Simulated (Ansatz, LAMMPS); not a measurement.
# Static equation of state of amorphous poly(ether ketone) with methanol (capped chains of 2 units), from a frame at 300 K, (192 atoms)

Density of this cell: 1.21 g/cm³. The cell holds 192 atoms: 89 C, 17 O and 86 H. Cell: a = 12.479 Å, b = 12.459 Å, c = 12.562 Å, α = 88.0°, β = 89.4°, γ = 89.7°. The starting structure: 3 poly(ether ketone) chains of 2 units with methyl end groups, 5 methanol placed at random, at 1.14 g/cm³; overlaps pushed apart, then 20 ps at 800 K with MMFF94 bonds, angles, torsions, charges and radii (Halgren, J. Comput. Chem. 17, 490 (1996)) in harmonic and 12-6 forms. Snapshot after 30 ps at 300 K and fixed volume.

Calculated with Ansatz 0.2.0: Kohn-Sham DFT, PBE+D4, PAW (set soft_2), plane waves; cutoff 420 eV, Γ point, fixed occupations. Cell and atoms were relaxed first, to V0 = 10.166 Å³ an atom at a residual P0 = -0.008 GPa. The cell was then scaled evenly, and the atoms were relaxed at each volume.

| volume (Å³/atom) | pressure (GPa) |
| --- | --- |
| 9.1494 | ? |
| 9.5561 | 0.5341 |
| 9.8611 | 0.2276 |
| 10.471 | -0.1844 |
| 10.776 | -0.3274 |

**Question.** Fit the third-order Birch–Murnaghan equation to the rows given and extrapolate to the withheld row.

Worked fit:

Take the Eulerian strain f = ½[(V0/V)^(2/3) − 1] and the normalised pressure F = (P − P0) / [3f(1 + 2f)^(5/2)]. The third-order Birch–Murnaghan equation is then the line F = B0 + (3/2)B0(B′ − 4) f, so u = f and v = F.

| u = f | v = F (GPa) |
| --- | --- |
| 0.0210565 | 7.73583 |
| 0.0102569 | 7.26821 |
| -0.00975659 | 6.34410 |
| -0.0190503 | 6.16566 |

With n = 4: mean u = 6.2663e-4, mean v = 6.87845, Σ(u − ū)² = 0.0010051, Σ(u − ū)(v − v̄) = 0.040843. Slope b = 0.040843 / 0.0010051 = 40.636; intercept a = v̄ − b ū = 6.8530.

So B0 = a = 6.85 GPa and B′ = 4 + 2b/(3a) = 7.95. At the withheld volume f = 0.03638, F = a + b f = 8.331 GPa, and P = P0 + 3f(1 + 2f)^(5/2) F.

Prediction at 9.1494: 1.076 GPa. The run gave 1.095 GPa, so the fit is low by 0.018 GPa (1.7 % of the value).

Among the rows given, the largest miss of the fit is at 10.776, by 0.0045 GPa (0.32 % of the range of the table).

Limits: Static cells at zero temperature; the cell shape is held. The program notes that the SCF threshold of these relaxations is loose for the stress. The network of contacts between molecules at the start is that of the classical potential that made the cell, and needn't be the one that DFT or experiment would give. Only the Γ point is sampled, in a cell whose shortest periodic width is 12 Å.

[Hosts, paths, dates, database ids (printed as entryN), source tags and the programs' standing remarks are cut or masked in the printed files.]

[The MMFF94 radii named for the starting cell were scaled by 0.96; in molecules described by MMFF94, hydrogen bound to N, O or S took a small fixed 12-6 site in their place.]
